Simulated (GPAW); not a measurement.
# Ta2NS2 MXene monolayer: simulated STM images

Wanted: filled- and empty-state images of Ta2NS2 MXene monolayer, with its work function.

Calculated with GPAW 26.7.0; GPAW, PAW setups; layer in a repeated cell with vacuum, relaxation of atoms and in-plane cell, in the first sound run; inputs show where later runs differ.

Report form: the programs' logs are mostly left out.

## Step 1: The starting structure

The cell holds 5 atoms: 2 S, 2 Ta and 1 N. Its edges and angles: a = 3.155 Å, b = 3.155 Å, c = 24.144 Å, α = 90.0°, β = 90.0°, γ = 120.0°. Vacuum lies along c.

## Step 2: Relaxing the atoms

The atoms are relaxed first, since the surface dipole, and with it the work function, follows the positions of the outer layers.

Input file run.py:

```python
import json
import numpy as np
from ase import Atoms
from ase.filters import FrechetCellFilter
from ase.optimize import BFGS
from gpaw import GPAW, PW

slab = Atoms(
    ['S', 'Ta', 'N', 'Ta', 'S'],
    positions=[
        [-0.00000, 1.82130, 9.00000],
        [1.57729, 0.91065, 10.82737],
        [0.00000, 0.00000, 12.07208],
        [-0.00000, 1.82130, 13.31679],
        [1.57729, 0.91065, 15.14416]],
    cell=[[3.15458, 0.0, 0.0], [-1.57729, 2.73195, 0.0], [0.0, 0.0, 24.1442]],
    pbc=[True, True, True])

slab.calc = GPAW(mode=PW(600), xc='PBE', kpts={'size': (12, 12, 1), 'gamma': True},
                 occupations={'name': 'fermi-dirac', 'width': 0.05}, nbands='160%',
                 convergence={'density': 1e-05}, maxiter=200,
                 symmetry={'tolerance': 1e-3}, txt='slab.txt')
result = {}
# The in-plane cell is free; stress needs a cell that repeats along all three vectors
path = []
opt = BFGS(FrechetCellFilter(slab, mask=[1, 1, 0, 0, 0, 1]), maxstep=0.2)
opt.attach(lambda: path.append((slab.get_potential_energy(), slab.positions.tolist(), slab.get_forces().tolist())))
result['relaxed'] = bool(opt.run(fmax=0.02, steps=45))
result['path'] = path
result['cell'] = slab.cell.tolist()
print('in-plane lattice', slab.cell.cellpar().round(4)[[0, 1, 5]])
energy = slab.get_potential_energy()
fermi = slab.calc.get_fermi_level()
v = slab.calc.get_electrostatic_potential().mean((0, 1)) - fermi
n = slab.calc.get_pseudo_density().mean((0, 1))
L = slab.cell[2, 2]
z = np.arange(len(v)) * L / len(v)
low, high = slab.positions[:, 2].min(), slab.positions[:, 2].max()
below, above = np.interp([low - 6.8, high + 6.8], z, v)
slopes = [np.interp(x, z, np.gradient(v, z)) for x in (low - 6.8, high + 6.8)]
eps = np.array([[slab.calc.get_eigenvalues(k, s) for k in range(len(slab.calc.get_ibz_k_points()))]
                for s in range(slab.calc.get_number_of_spins())]) - fermi
top, bottom = eps[eps < 0].max(), eps[eps > 0].min()
dipole = slab.get_dipole_moment()[2]
print(f'energy {energy:.4f} eV, Fermi level {fermi:.4f} eV, dipole {dipole:.5f} e A')
print(f'potential 6.8 A off the faces, from the Fermi level: lower {below:.4f} eV, upper {above:.4f} eV')
print(f'slope of the potential there: lower {slopes[0]:.5f}, upper {slopes[1]:.5f} eV/A')
print(f'nearest levels on the mesh: {top:.4f} and {bottom:.4f} eV')
print('magnetic moment', round(slab.get_magnetic_moment(), 3))
result.update(energy=energy, fermi=fermi, dipole=dipole, below=below, above=above, slopes=slopes, edges=[top, bottom],
              z=z.tolist(), v=v.tolist(), n=n.tolist(), positions=slab.positions.tolist(),
              forces=slab.get_forces(apply_constraint=False).tolist(), moments=slab.get_magnetic_moments().tolist())
json.dump(result, open('result.json', 'w'))
```

Command:

```sh
$ OMP_NUM_THREADS=1 OPENBLAS_NUM_THREADS=1 python run.py
```

The job ended after 22 min (1 thread of Arm Neoverse V1, shared host; peak memory 0.52 GiB).

Numbers from this step:

| Quantity | Value |
| --- | --- |
| dipole along the normal | -6.78e-4 e·Å |
| levels nearest the Fermi level on the mesh | -0.03169, 0.1488 eV from the Fermi level |

Electrostatic potential energy of an electron (without an applied field's), less the Fermi level, planar mean against z:

z (Å), electrostatic potential energy of an electron (without an applied field's), less the Fermi level, planar mean (eV) and a bar from the least value:
```
      0.0        5.1 ##############################
      0.5        5.1 ##############################
      1.0        5.1 ##############################
      1.5        5.1 ##############################
      2.0        5.1 ##############################
      2.5        5.1 ##############################
      3.0        5.1 ##############################
      3.5        5.1 ##############################
      4.0        5.1 ##############################
      4.5        5.1 ##############################
      5.0        5.1 ##############################
      5.5        5.1 ##############################
      6.0        5.1 ##############################
      6.5        5.1 ##############################
      7.0        5.0 ##############################
      7.5        4.9 ##############################
      8.0        4.4 #############################
      8.5        1.7 ##########################
      9.0       -9.2 ##############
      9.5      -15.5 #######
     10.0       -6.3 #################
     10.5      -14.4 ########
     11.0      -22.0 
     11.5      -12.1 ###########
     12.0      -14.0 #########
     12.5      -10.5 #############
     13.0      -20.0 ##
     13.5      -18.3 ####
     14.0       -7.0 #################
     14.5      -11.6 ############
     15.0      -14.1 #########
     15.5       -0.2 ########################
     16.0        4.0 #############################
     16.5        4.8 ##############################
     17.0        5.0 ##############################
     17.5        5.1 ##############################
     18.0        5.1 ##############################
     18.5        5.1 ##############################
     19.0        5.1 ##############################
     19.5        5.1 ##############################
     20.0        5.1 ##############################
     20.5        5.1 ##############################
     21.0        5.1 ##############################
     21.5        5.1 ##############################
     22.0        5.1 ##############################
     22.5        5.1 ##############################
     23.0        5.1 ##############################
     23.5        5.1 ##############################
     24.0        5.1 ##############################
```

Pseudo valence density, planar mean against z:

z (Å), pseudo valence density, planar mean (e/Å³) and a bar:
```
        6       0.00 
        7       0.00 
        8       0.04 #
        9       0.39 ##########
       10       0.45 ###########
       11       1.21 ##############################
       12       0.72 ##################
       13       1.07 ##########################
       14       0.46 ###########
       15       0.39 ##########
       16       0.06 ##
       17       0.00 
       18       0.00
```

The relaxation lowered the energy of the cell by 0.846 eV (energies extrapolated to zero smearing; the optimiser's log prints free energies). The largest force left on a free atom is 0.0013 eV/Å.

## Step 3: The slab's potential

With the geometry fixed, the planar mean of the potential gives the vacuum level on each side.

This step: GPAW, PAW setups; slab in vacuum (GPAW 26.7.0).

The cell differs from the one that the last finished run ended in (c 24.144 → 23.480 Å).

Input file run.py:

```python
import json
import numpy as np
from ase import Atoms
from ase.dft.stm import STM
from gpaw import GPAW, PW

slab = Atoms(
    ['S', 'Ta', 'N', 'Ta', 'S'],
    positions=[
        [-0.00000, 1.90289, 9.00000],
        [1.64795, 0.95144, 10.59492],
        [-0.00000, -0.00000, 11.74018],
        [-0.00000, 1.90289, 12.88544],
        [1.64795, 0.95144, 14.48036]],
    cell=[[3.29589, -0.0, 0.0], [-1.64795, 2.85433, 0.0], [0.0, 0.0, 23.4804]],
    pbc=[True, True, False])

slab.calc = GPAW(mode=PW(500), xc='PBE', kpts={'size': (12, 12, 1), 'gamma': True},
                 occupations={'name': 'fermi-dirac', 'width': 0.05}, nbands='160%',
                 convergence={'density': 1e-05}, maxiter=200,
                 poissonsolver={'dipolelayer': 'xy'},
                 symmetry={'tolerance': 1e-3}, txt='slab.txt')
result = {}
energy = slab.get_potential_energy()
fermi = slab.calc.get_fermi_level()
v = slab.calc.get_electrostatic_potential().mean((0, 1)) - fermi
n = slab.calc.get_pseudo_density().mean((0, 1))
L = slab.cell[2, 2]
z = np.arange(len(v)) * L / len(v)
low, high = slab.positions[:, 2].min(), slab.positions[:, 2].max()
below, above = np.interp([low - 6.8, high + 6.8], z, v)
slopes = [np.interp(x, z, np.gradient(v, z)) for x in (low - 6.8, high + 6.8)]
eps = np.array([[slab.calc.get_eigenvalues(k, s) for k in range(len(slab.calc.get_ibz_k_points()))]
                for s in range(slab.calc.get_number_of_spins())]) - fermi
top, bottom = eps[eps < 0].max(), eps[eps > 0].min()
dipole = slab.get_dipole_moment()[2]
print(f'energy {energy:.4f} eV, Fermi level {fermi:.4f} eV, dipole {dipole:.5f} e A')
print(f'potential 6.8 A off the faces, from the Fermi level: lower {below:.4f} eV, upper {above:.4f} eV')
print(f'slope of the potential there: lower {slopes[0]:.5f}, upper {slopes[1]:.5f} eV/A')
print(f'nearest levels on the mesh: {top:.4f} and {bottom:.4f} eV')
print('magnetic moment', round(slab.get_magnetic_moment(), 3))
result.update(energy=energy, fermi=fermi, dipole=dipole, below=below, above=above, slopes=slopes, edges=[top, bottom],
              z=z.tolist(), v=v.tolist(), n=n.tolist(), positions=slab.positions.tolist(),
              forces=slab.get_forces(apply_constraint=False).tolist(), moments=slab.get_magnetic_moments().tolist())

# Images need the states of the whole zone, up to time reversal
slab.calc = slab.calc.fixed_density(symmetry={'point_group': False}, txt='states.txt', nbands='280%',
                                    convergence={'bands': 'CBM+2.3'})
stm = STM(slab)
result['stm'] = []
for bias in [-1.5, 2.0]:
    height = high + 3.0
    current = stm.get_averaged_current(bias, height)
    x, y, h = stm.scan(bias, current)
    i, f = divmod(height / L * stm.ldos.shape[2], 1)
    I = abs((1 - f) * stm.ldos[:, :, int(i)] + f * stm.ldos[:, :, int(i) + 1])
    print(f'bias {bias} V: mean current at 3.0 A {current:.4e}, corrugation {np.ptp(h):.4f} A')
    result['stm'].append(dict(bias=bias, current=current, h=(h - high).tolist(), I=I.tolist()))
json.dump(result, open('result.json', 'w'))
```

Elapsed: 8.6 min, on 1 thread; peak memory 0.85 GiB.

This step gave:

```yaml
dipole_along_the_normal: -6.91e-4 e·Å
levels_nearest_the_fermi_level_on_the_mesh: -0.03182, 0.1484 eV from the Fermi level
upper_work_function: 5.074 eV
lower_work_function: 5.061 eV
corrugation_minus_1p5: 0.3789 Å
corrugation_2: 0.2097 Å
```

The electrostatic potential energy of an electron (without an applied field's), less the Fermi level, planar mean oscillates, so the rows of the table below give means over windows of 1.69 Å about each position, cut where the curve ends. Its maxima inside the range that stand out by 2 % of the span (Å: eV): 9.7: -6.30, 11.4: -10.4, 12.1: -10.4, 13.8: -6.29. Its minima: 9.0: -17.7, 10.6: -22.4, 11.7: -14.5, 12.9: -22.4, 14.5: -17.7.

Electrostatic potential energy of an electron (without an applied field's), less the Fermi level, planar mean against z; means over each step:

z (Å), electrostatic potential energy of an electron (without an applied field's), less the Fermi level, planar mean (eV) and a bar from the least value:
```
     0.84        5.1 ##############################
     2.54        5.1 ##############################
     4.23        5.1 ##############################
     5.92        5.1 ##############################
     7.61        3.5 ############################
     9.30      -10.6 ########
    10.99      -16.1 
    12.68      -15.8 
    14.37       -9.5 #########
    16.05        4.2 #############################
    17.75        5.1 ##############################
    19.44        5.1 ##############################
    21.12        5.1 ##############################
    22.82        5.1 ##############################
```

Table of pseudo valence density, planar mean by z:

| z (Å) | pseudo valence density, planar mean (e/Å³) |
| --- | --- |
| 5 | 9.0e-6 |
| 6 | 1.9e-4 |
| 7 | 0.00468 |
| 8 | 0.112 |
| 9 | 0.381 |
| 10 | 0.542 |
| 11 | 0.829 |
| 12 | 0.696 |
| 13 | 1.17 |
| 14 | 0.473 |
| 15 | 0.326 |
| 16 | 0.0219 |
| 17 | 8.9e-4 |
| 18 | 3.8e-5 |

Tip height over the top atom over a1 and a2. Sample bias -1.5 V, constant current at the mean current 3.0 Å over the top atom.

Ten even steps from '0' (2.79 Å) to '9' (3.17 Å):
```
444444444444444444
443333333333333444
443332222223334444
443321111123344555
543210000123455555
543210001234566666
543210012345677776
643210123467788877
643211234678899887
643222346789999987
543333457899999987
543334567899999876
543345678999999876
443445678999998765
444455678899887655
444455677888776554
444455667777665544
444445556665554444
```
Columns: a1 from 0 to 0.944; rows upwards: a2 from 0 to 0.944.

Local density of states summed over the bias window over a1 and a2. Sample bias -1.5 V, constant height 3.0 Å over the top atom.

Values in units of 1e-5 arbitrary, 12 rows by 16 columns, each cell a mean:
```
1.7 1.7 1.7 1.7 1.7 1.7 1.7 1.7 1.7 1.7 1.7 1.7 1.7 1.7 1.7 1.7
1.7 1.7 1.6 1.6 1.5 1.5 1.5 1.5 1.5 1.5 1.6 1.6 1.7 1.7 1.7 1.7
1.8 1.7 1.6 1.5 1.4 1.3 1.3 1.3 1.4 1.5 1.6 1.7 1.8 1.9 1.9 1.9
1.9 1.8 1.6 1.4 1.3 1.2 1.2 1.3 1.4 1.6 1.8 2.0 2.1 2.1 2.1 2.1
2.0 1.8 1.5 1.4 1.3 1.3 1.3 1.5 1.7 1.9 2.2 2.4 2.5 2.5 2.4 2.2
2.0 1.8 1.5 1.4 1.4 1.4 1.5 1.7 2.0 2.3 2.5 2.7 2.8 2.7 2.6 2.3
2.0 1.8 1.6 1.5 1.5 1.6 1.8 2.1 2.5 2.7 3.0 3.0 3.0 2.9 2.7 2.4
2.0 1.8 1.6 1.6 1.7 1.9 2.1 2.4 2.7 3.0 3.1 3.1 3.1 2.9 2.6 2.3
1.9 1.7 1.7 1.7 1.9 2.1 2.3 2.6 2.9 3.0 3.1 3.0 2.9 2.6 2.3 2.1
1.8 1.7 1.7 1.8 1.9 2.1 2.4 2.6 2.8 2.9 2.9 2.8 2.6 2.4 2.1 1.9
1.7 1.7 1.7 1.8 2.0 2.1 2.3 2.4 2.5 2.5 2.4 2.3 2.2 2.0 1.9 1.7
1.7 1.7 1.7 1.8 1.9 2.0 2.1 2.1 2.2 2.1 2.1 2.0 1.9 1.8 1.7 1.7
```
Columns: a1 from 0 to 0.944; rows upwards: a2 from 0 to 0.944.

Tip height over the top atom over a1 and a2. Sample bias 2 V, constant current at the mean current 3.0 Å over the top atom.

Ten even steps from '_' (2.90 Å) to '@' (3.11 Å):
```
------------------------------------
----------::::::::::::::------------
------::::::........::::::----------
------::::....__....::::--------==--
----::::..________..::::----==++++==
==--::....______....::--==++******++
==--::..________..::--==****####****
==--::....__....::--==**##%%%%%%##**
++--::........::--++**##%%%%%%%%##**
==--::::::::::--==**##%%@@@@@@%%##**
==--::::::::--==**##%%@@@@@@@@%%##**
==----::----==**##%%@@@@@@@@@@%%##**
------------++**%%%%@@@@@@@@%%%%**++
----------==**##%%%%@@@@@@%%%%##**==
----------++**##%%%%%%%%%%%%##**++--
--------==++****##########****++==--
----------==++************++==------
::----------======++======----------
```
Columns: a1 from 0 to 0.944; rows upwards: a2 from 0 to 0.944.

Local density of states summed over the bias window over a1 and a2. Sample bias 2 V, constant height 3.0 Å over the top atom.

Ten even steps from '0' (0.81 × 1e-4 arbitrary) to '9' (1.23 × 1e-4 arbitrary):
```
222222223322222222
222222221222222222
222221111112222222
222211000112222333
322110000112233443
322100000122345554
422100001224566665
431100011345677765
432111123456888865
422111224568999865
422222245689999865
322222356899999865
322223467899998764
222223567899987653
222234567888876543
222234566666665432
222233455555543322
222223344444332222
```
Columns: a1 from 0 to 0.944; rows upwards: a2 from 0 to 0.944.

The potential is flat to 1.9e-4 eV/Å where it is read, so the vacuum is wide enough.

## Step 4: A changed run

One more run, with changed settings.

Edit run.py of step 3 so:

```diff
@@ -3,3 +3,2 @@
 from ase import Atoms
-from ase.dft.stm import STM
 from gpaw import GPAW, PW
@@ -18,4 +17,4 @@
 slab.calc = GPAW(mode=PW(500), xc='PBE', kpts={'size': (12, 12, 1), 'gamma': True},
-                 occupations={'name': 'fermi-dirac', 'width': 0.05}, nbands='160%',
-                 convergence={'density': 1e-05}, maxiter=200,
+                 occupations={'name': 'fermi-dirac', 'width': 2.0}, nbands='160%',
+                 convergence={'density': 1e-05}, maxiter=50,
                  poissonsolver={'dipolelayer': 'xy'},
@@ -44,16 +43,2 @@
               forces=slab.get_forces(apply_constraint=False).tolist(), moments=slab.get_magnetic_moments().tolist())
-
-# Images need the states of the whole zone, up to time reversal
-slab.calc = slab.calc.fixed_density(symmetry={'point_group': False}, txt='states.txt', nbands='280%',
-                                    convergence={'bands': 'CBM+2.3'})
-stm = STM(slab)
-result['stm'] = []
-for bias in [-1.5, 2.0]:
-    height = high + 3.0
-    current = stm.get_averaged_current(bias, height)
-    x, y, h = stm.scan(bias, current)
-    i, f = divmod(height / L * stm.ldos.shape[2], 1)
-    I = abs((1 - f) * stm.ldos[:, :, int(i)] + f * stm.ldos[:, :, int(i) + 1])
-    print(f'bias {bias} V: mean current at 3.0 A {current:.4e}, corrugation {np.ptp(h):.4f} A')
-    result['stm'].append(dict(bias=bias, current=current, h=(h - high).tolist(), I=I.tolist()))
 json.dump(result, open('result.json', 'w'))
```

Elapsed: 6.2 min, on 1 thread; peak memory 0.28 GiB.

The fault put into the input: a smearing of electronvolts, under a cap of 50 iterations, which ended the run (width = 2.0).

## Step 5: What came out

| Item | Value |
| --- | --- |
| work function, upper and lower face | 5.074 and 5.061 eV |
| dipole along the normal | -6.9e-4 e Å |
| corrugation at -1.5 V | 0.379 Å |
| corrugation at 2 V | 0.210 Å |

What this shows: The corrugation at constant current is largest at -1.5 V, where the tip height varies by 0.38 Å over the cell. Negative sample bias images filled states, positive bias empty ones. The images are of Tersoff-Hamann type: an s-wave tip, no tip-sample forces, heights closer than in a microscope. The starting lattice was a guess from atomic radii; the relaxation moved it by 4 %. The small printed dipole stands for a step of 13 meV from the lower to the upper face, and the probes find 12 meV; values this small are near the numerical noise of both. The cell holds an odd number of electrons, so without spin polarisation it must come out metallic and without a moment, whatever its true state. The layer's cell and atoms come from the relaxation; spin-orbit coupling and temperature are left out.

[Logs are printed without paths, hosts, clocks, repeated set-up lines and the standing remarks that a program may print on its own settings, such as how far it seeks lower states.]

[Hosts, paths, dates, database ids (printed as entryN), source tags and the programs' standing remarks are cut or masked in the printed files.]
